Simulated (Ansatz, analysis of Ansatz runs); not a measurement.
# A hop of S in Y4S3N2 (C2/m), charge 0

How high is the barrier when S changes place in Y4S3N2 (C2/m)? The case: V_S hop (3.8 Å), charge 0, in a cell of 54 host atoms with 1 S taken out.

Method: plane-wave PAW DFT, PBEsol; nudged elastic band between two relaxed defect structures, in Ansatz 0.2.0.

Most raw output is cut from this account.

### 1. The starting structure

The cell holds 53 atoms: 24 Y, 17 S and 12 N. Cell: a = 12.778 Å, b = 11.374 Å, c = 9.763 Å, α = 90.0°, β = 128.5°, γ = 90.0°. It derives from Y4S3N2 (space group C2/m). Nearest the centre at fractional (0.500, 0.667, 0.000): S45 at 1.90 Å, Y40 at 2.02 Å, Y43 at 2.02 Å, N52 at 2.78 Å, N51 at 2.78 Å, S49 at 3.29 Å, S46 at 3.29 Å, Y22 at 3.42 Å.

Coordinates:

```xyz
53
Lattice="12.7781 0.0000 -0.0248 0.0000 11.3745 0.0000 -6.0606 0.0000 7.6537" Properties=species:S:1:pos:R:3 pbc="T T T"
Y    -0.6153    1.8957    4.9602
Y     5.7738    0.0000    4.9478
Y     0.9438    0.0000    2.6811
Y     7.3328    1.8957    2.6687
Y     4.6955    0.0000    1.0893
Y    11.0845    1.8957    1.0769
Y    -4.3670    1.8957    6.5520
Y     2.0220    0.0000    6.5396
S     0.0000    0.0000    0.0000
S     6.3891    1.8957   -0.0124
S    -2.5264    0.0000    5.9982
S     3.8626    1.8957    5.9858
S     2.8549    1.8957    1.6431
S     9.2440    0.0000    1.6307
N    -0.3467    1.8957    2.7567
N     6.0423    0.0000    2.7443
N     0.6752    0.0000    4.8846
N     7.0643    1.8957    4.8722
Y    -0.6153    5.6872    4.9602
Y     5.7738    3.7915    4.9478
Y     0.9438    3.7915    2.6811
Y     7.3328    5.6872    2.6687
Y     4.6955    3.7915    1.0893
Y    11.0845    5.6872    1.0769
Y    -4.3670    5.6872    6.5520
Y     2.0220    3.7915    6.5396
S     0.0000    3.7915    0.0000
S    -2.5264    3.7915    5.9982
S     3.8626    5.6872    5.9858
S     2.8549    5.6872    1.6431
S     9.2440    3.7915    1.6307
N    -0.3467    5.6872    2.7567
N     6.0423    3.7915    2.7443
N     0.6752    3.7915    4.8846
N     7.0643    5.6872    4.8722
Y    -0.6153    9.4787    4.9602
Y     5.7738    7.5830    4.9478
Y     0.9438    7.5830    2.6811
Y     7.3328    9.4787    2.6687
Y     4.6955    7.5830    1.0893
Y    11.0845    9.4787    1.0769
Y    -4.3670    9.4787    6.5520
Y     2.0220    7.5830    6.5396
S     0.0000    7.5830    0.0000
S     6.3891    9.4787   -0.0124
S    -2.5264    7.5830    5.9982
S     3.8626    9.4787    5.9858
S     2.8549    9.4787    1.6431
S     9.2440    7.5830    1.6307
N    -0.3467    9.4787    2.7567
N     6.0423    7.5830    2.7443
N     0.6752    7.5830    4.8846
N     7.0643    9.4787    4.8722
```

The cell's shortest repeat is 9.8 Å.

### 2. Relaxation of the start point, charge 0

The ends come first: from an unrelaxed start the top is counted from too high an energy, and the barrier comes out too low. Small random displacements break the symmetry of the ideal sites, so that the defect can distort if it gains by it.

Contents of q0.start/input.yaml:

```yaml
crystal:
  lattice:
    - [12.77813411, 0.0, -0.02476517]
    - [0.0, 11.37446657, 0.0]
    - [-6.06062451, 0.0, 7.65368011]
  atoms:
    - { symbol: "Y", position: [0.25962613, 0.16666667, 0.64891759] }
    - { symbol: "Y", position: [0.75962613, 0.0, 0.64891759] }
    - { symbol: "Y", position: [0.24037387, 0.0, 0.35108241] }
    - { symbol: "Y", position: [0.74037387, 0.16666667, 0.35108241] }
    - { symbol: "Y", position: [0.43563346, 0.0, 0.14373378] }
    - { symbol: "Y", position: [0.93563346, 0.16666667, 0.14373378] }
    - { symbol: "Y", position: [0.06436654, 0.16666667, 0.85626622] }
    - { symbol: "Y", position: [0.56436654, 0.0, 0.85626622] }
    - { symbol: S, position: [0.0, 0.0, 0.0] }
    - { symbol: S, position: [0.5, 0.16666667, 0.0] }
    - { symbol: S, position: [0.17425595, 0.0, 0.78426088] }
    - { symbol: S, position: [0.67425595, 0.16666667, 0.78426088] }
    - { symbol: S, position: [0.32574405, 0.16666667, 0.21573912] }
    - { symbol: S, position: [0.82574405, 0.0, 0.21573912] }
    - { symbol: "N", position: [0.14391518, 0.16666667, 0.36064226] }
    - { symbol: "N", position: [0.64391518, 0.0, 0.36064226] }
    - { symbol: "N", position: [0.35608482, 0.0, 0.63935774] }
    - { symbol: "N", position: [0.85608482, 0.16666667, 0.63935774] }
    - { symbol: "Y", position: [0.25962613, 0.5, 0.64891759] }
    - { symbol: "Y", position: [0.75962613, 0.33333333, 0.64891759] }
    - { symbol: "Y", position: [0.24037387, 0.33333333, 0.35108241] }
    - { symbol: "Y", position: [0.74037387, 0.5, 0.35108241] }
    - { symbol: "Y", position: [0.43563346, 0.33333333, 0.14373378] }
    - { symbol: "Y", position: [0.93563346, 0.5, 0.14373378] }
    - { symbol: "Y", position: [0.06436654, 0.5, 0.85626622] }
    - { symbol: "Y", position: [0.56436654, 0.33333333, 0.85626622] }
    - { symbol: S, position: [0.0, 0.33333333, 0.0] }
    - { symbol: S, position: [0.17425595, 0.33333333, 0.78426088] }
    - { symbol: S, position: [0.67425595, 0.5, 0.78426088] }
    - { symbol: S, position: [0.32574405, 0.5, 0.21573912] }
    - { symbol: S, position: [0.82574405, 0.33333333, 0.21573912] }
    - { symbol: "N", position: [0.14391518, 0.5, 0.36064226] }
    - { symbol: "N", position: [0.64391518, 0.33333333, 0.36064226] }
    - { symbol: "N", position: [0.35608482, 0.33333333, 0.63935774] }
    - { symbol: "N", position: [0.85608482, 0.5, 0.63935774] }
    - { symbol: "Y", position: [0.25962613, 0.83333333, 0.64891759] }
    - { symbol: "Y", position: [0.75962613, 0.66666667, 0.64891759] }
    - { symbol: "Y", position: [0.24037387, 0.66666667, 0.35108241] }
    - { symbol: "Y", position: [0.74037387, 0.83333333, 0.35108241] }
    - { symbol: "Y", position: [0.43563346, 0.66666667, 0.14373378] }
    - { symbol: "Y", position: [0.93563346, 0.83333333, 0.14373378] }
    - { symbol: "Y", position: [0.06436654, 0.83333333, 0.85626622] }
    - { symbol: "Y", position: [0.56436654, 0.66666667, 0.85626622] }
    - { symbol: S, position: [0.0, 0.66666667, 0.0] }
    - { symbol: S, position: [0.5, 0.83333333, 0.0] }
    - { symbol: S, position: [0.17425595, 0.66666667, 0.78426088] }
    - { symbol: S, position: [0.67425595, 0.83333333, 0.78426088] }
    - { symbol: S, position: [0.32574405, 0.83333333, 0.21573912] }
    - { symbol: S, position: [0.82574405, 0.66666667, 0.21573912] }
    - { symbol: "N", position: [0.14391518, 0.83333333, 0.36064226] }
    - { symbol: "N", position: [0.64391518, 0.66666667, 0.36064226] }
    - { symbol: "N", position: [0.35608482, 0.66666667, 0.63935774] }
    - { symbol: "N", position: [0.85608482, 0.83333333, 0.63935774] }
basis:
  ecutwfc: 420
  xc_grid: 2
hamiltonian:
  xc: pbesol
kpoints:
  mp_grid: { grid: [1, 1, 1], shift: [0.25, 0.25, 0.25] }
scf:
  occupations: { method: fixed }
  max_iter: 100
output:
  forces: true
relax:
  f_tol: 0.02
  max_steps: 70
  random_displacement: { amplitude: 0.03, seed: 5948 }
```

The run is started by

```console
ansatz run input.yaml --threads 32 --pin off --max-ram 84787MiB --backend cuda --events-out ev --progress --plain --runs-dir out --max-vram 78GiB
```

It took 2.8 s on 1 × NVIDIA GB200 with 32 threads of Arm Neoverse V2, shared host; peak memory 1.4 GiB.

The steps of the relaxation:

```tsv
step	energy less that of the first step (eV)	largest force component (eV/Å)
1	0.0000	0.6931
2	0.2409	0.6760
3	-0.2744	0.0407
4	-0.2755	0.0102
```

Relaxation step 2 was tried and not accepted.

The atoms that moved most (Å, from the sites as typed, ahead of the random displacement, the mean shift of all atoms taken out):

```tsv
atom	dx	dy	dz	length
N52	-0.010	-0.015	0.038	0.042
N33	0.009	0.015	-0.038	0.042
N51	0.010	-0.015	-0.037	0.041
N34	-0.010	0.015	0.037	0.041
Y40	-0.014	-0.010	-0.022	0.028
Y26	0.014	0.010	0.021	0.027
Y23	-0.010	0.008	-0.023	0.026
Y43	0.009	-0.008	0.023	0.026
```

Neighbours of S45 at the end:

```tsv
atom	distance (Å)
Y5	2.771
Y43	2.771
Y40	2.772
Y8	2.775
Y39	2.829
Y36	2.832
N51	3.336
N52	3.338
N16	3.357
N17	3.359
```

This step gave:

| Property | Result |
| --- | --- |
| free energy | -110771.6313 eV |
| r.m.s. move of the farther half of the atoms | 0.01365 Å |
| largest move from the ideal geometry of this structure, a common shift of the far atoms taken out | 0.04474 Å |

The relaxation gained 0.275 eV and ended with a largest force component of 0.010 eV/Å.

### 3. Relaxation of the end point, charge 0

The end point is relaxed in the same cell and settings, so that the two energies compare. Atoms more than 3.2 Å from the middle of the hop start where the first relaxation left them, the nearer ones on or close to their ideal places, with small random displacements.

Contents of q0.end/input.yaml:

```yaml
crystal:
  lattice:
    - [12.77813411, 0.0, -0.02476517]
    - [0.0, 11.37446657, 0.0]
    - [-6.06062451, 0.0, 7.65368011]
  atoms:
    - { symbol: "Y", position: [0.26063579, 0.16681294, 0.65046397] }
    - { symbol: "Y", position: [0.75866389, -0.00040738, 0.64796426] }
    - { symbol: "Y", position: [0.24145741, 7.299e-05, 0.35218351] }
    - { symbol: "Y", position: [0.73944716, 0.16659664, 0.34985831] }
    - { symbol: "Y", position: [0.43512397, -0.00015437, 0.14300845] }
    - { symbol: "Y", position: [0.9359397, 0.16664764, 0.14426496] }
    - { symbol: "Y", position: [0.0638744, 0.16678169, 0.85563952] }
    - { symbol: "Y", position: [0.56494597, -0.00017126, 0.85710265] }
    - { symbol: S, position: [6.873e-05, -0.00020758, 8.31e-05] }
    - { symbol: S, position: [0.50010188, 0.16696057, -0.00016786] }
    - { symbol: S, position: [0.17220609, -0.00019031, 0.78114132] }
    - { symbol: S, position: [0.67204481, 0.16726881, 0.7817868] }
    - { symbol: S, position: [0.328046, 0.16715052, 0.21847018] }
    - { symbol: S, position: [0.82785611, -0.00012611, 0.21895322] }
    - { symbol: "N", position: [0.14481752, 0.1668598, 0.36083261] }
    - { symbol: "N", position: [0.64378683, -5.611e-05, 0.35945099] }
    - { symbol: "N", position: [0.35626953, -0.00030396, 0.64066101] }
    - { symbol: "N", position: [0.85512791, 0.16704056, 0.63938348] }
    - { symbol: "Y", position: [0.26081334, 0.49983047, 0.65178939] }
    - { symbol: "Y", position: [0.75795542, 0.33366588, 0.64622713] }
    - { symbol: "Y", position: [0.24205756, 0.33329642, 0.35390836] }
    - { symbol: "Y", position: [0.73920802, 0.49972958, 0.34828643] }
    - { symbol: "Y", position: [0.43343461, 0.33382064, 0.14077671] }
    - { symbol: "Y", position: [0.93695814, 0.49969451, 0.14514752] }
    - { symbol: "Y", position: [0.06316883, 0.49991976, 0.85497662] }
    - { symbol: "Y", position: [0.56678243, 0.3340134, 0.85907814] }
    - { symbol: S, position: [0.00014722, 0.33332598, 0.00017945] }
    - { symbol: S, position: [0.17395617, 0.333961, 0.78385144] }
    - { symbol: S, position: [0.67445683, 0.49995695, 0.78365862] }
    - { symbol: S, position: [0.32550251, 0.49968599, 0.21631077] }
    - { symbol: S, position: [0.82498774, 0.33409754, 0.2145481] }
    - { symbol: "N", position: [0.14530062, 0.49986089, 0.36319138] }
    - { symbol: "N", position: [0.64228187, 0.33449226, 0.35574544] }
    - { symbol: "N", position: [0.35760238, 0.33449989, 0.64424679] }
    - { symbol: "N", position: [0.85477315, 0.49980549, 0.63688646] }
    - { symbol: "Y", position: [0.26061897, 0.83317106, 0.65027422] }
    - { symbol: "Y", position: [0.75802778, 0.66630395, 0.64617318] }
    - { symbol: "Y", position: [0.24214743, 0.66599373, 0.35396412] }
    - { symbol: "Y", position: [0.73939784, 0.83284501, 0.3496161] }
    - { symbol: "Y", position: [0.43563346, 0.66666667, 0.14373378] }
    - { symbol: "Y", position: [0.93622643, 0.8328351, 0.14455281] }
    - { symbol: "Y", position: [0.06413119, 0.83296621, 0.85584991] }
    - { symbol: "Y", position: [0.56436654, 0.66666667, 0.85626622] }
    - { symbol: S, position: [-9.139e-05, 0.66629974, -6.959e-05] }
    - { symbol: S, position: [0.5, 0.5, 0.0] }
    - { symbol: S, position: [0.17515437, 0.66559434, 0.78571265] }
    - { symbol: S, position: [0.67203121, 0.83248604, 0.78170752] }
    - { symbol: S, position: [0.32804235, 0.83233314, 0.21832137] }
    - { symbol: S, position: [0.82624476, 0.66572683, 0.2164776] }
    - { symbol: "N", position: [0.14494131, 0.83258675, 0.3607222] }
    - { symbol: "N", position: [0.64391518, 0.66666667, 0.36064226] }
    - { symbol: "N", position: [0.35608482, 0.66666667, 0.63935774] }
    - { symbol: "N", position: [0.85526241, 0.83277423, 0.63926535] }
basis:
  ecutwfc: 420
  xc_grid: 2
hamiltonian:
  xc: pbesol
kpoints:
  mp_grid: { grid: [1, 1, 1], shift: [0.25, 0.25, 0.25] }
scf:
  occupations: { method: fixed }
  max_iter: 100
output:
  forces: true
relax:
  f_tol: 0.02
  max_steps: 70
  random_displacement: { amplitude: 0.01, seed: 5948 }
```

Run time: 3 s. Hardware: 1 × NVIDIA GB200 with 32 threads; peak memory 1.3 GiB; 12 s of CPU time.

The steps of the relaxation:

```tsv
step	energy less that of the first step (eV)	largest force component (eV/Å)
1	0.0000	0.4025
2	0.1436	0.4336
3	-0.0877	0.0367
4	-0.0881	0.0231
5	-0.0883	0.0144
```

Relaxation step 2 was tried and not accepted.

The atoms that moved most (Å, from the sites as typed, ahead of the random displacement):

```tsv
atom	dx	dy	dz	length
N51	0.010	0.014	-0.038	0.042
N52	-0.010	0.014	0.038	0.042
S11	0.009	-0.009	0.034	0.036
S31	0.010	-0.010	0.032	0.035
N16	0.005	-0.015	-0.028	0.033
N34	0.005	-0.016	-0.028	0.032
N17	-0.004	-0.012	0.029	0.032
N33	-0.003	-0.012	0.028	0.031
```

Neighbours of S45 at the end:

```tsv
atom	distance (Å)
Y26	2.771
Y43	2.772
Y40	2.772
Y23	2.775
Y19	2.830
Y22	2.833
N52	3.336
N51	3.338
N34	3.357
N33	3.359
```

Read from the output:

```
free energy                                                                                       : -110771.6313 eV
r.m.s. move of the farther half of the atoms                                                      : 0.01522 Å
largest move from the ideal geometry of this structure, a common shift of the far atoms taken out : 0.04520 Å
```

The relaxation gained 0.088 eV and ended with a largest force component of 0.014 eV/Å. The end lies within 1 meV of the start.

(Continued in part 2 of 2.)

[Logs are printed without paths, hosts, clocks, repeated set-up lines and the standing remarks that a program may print on its own settings, such as how far it seeks lower states.]

[Hosts, paths, dates, database ids (printed as entryN), source tags and the programs' standing remarks are cut or masked in the printed files.]
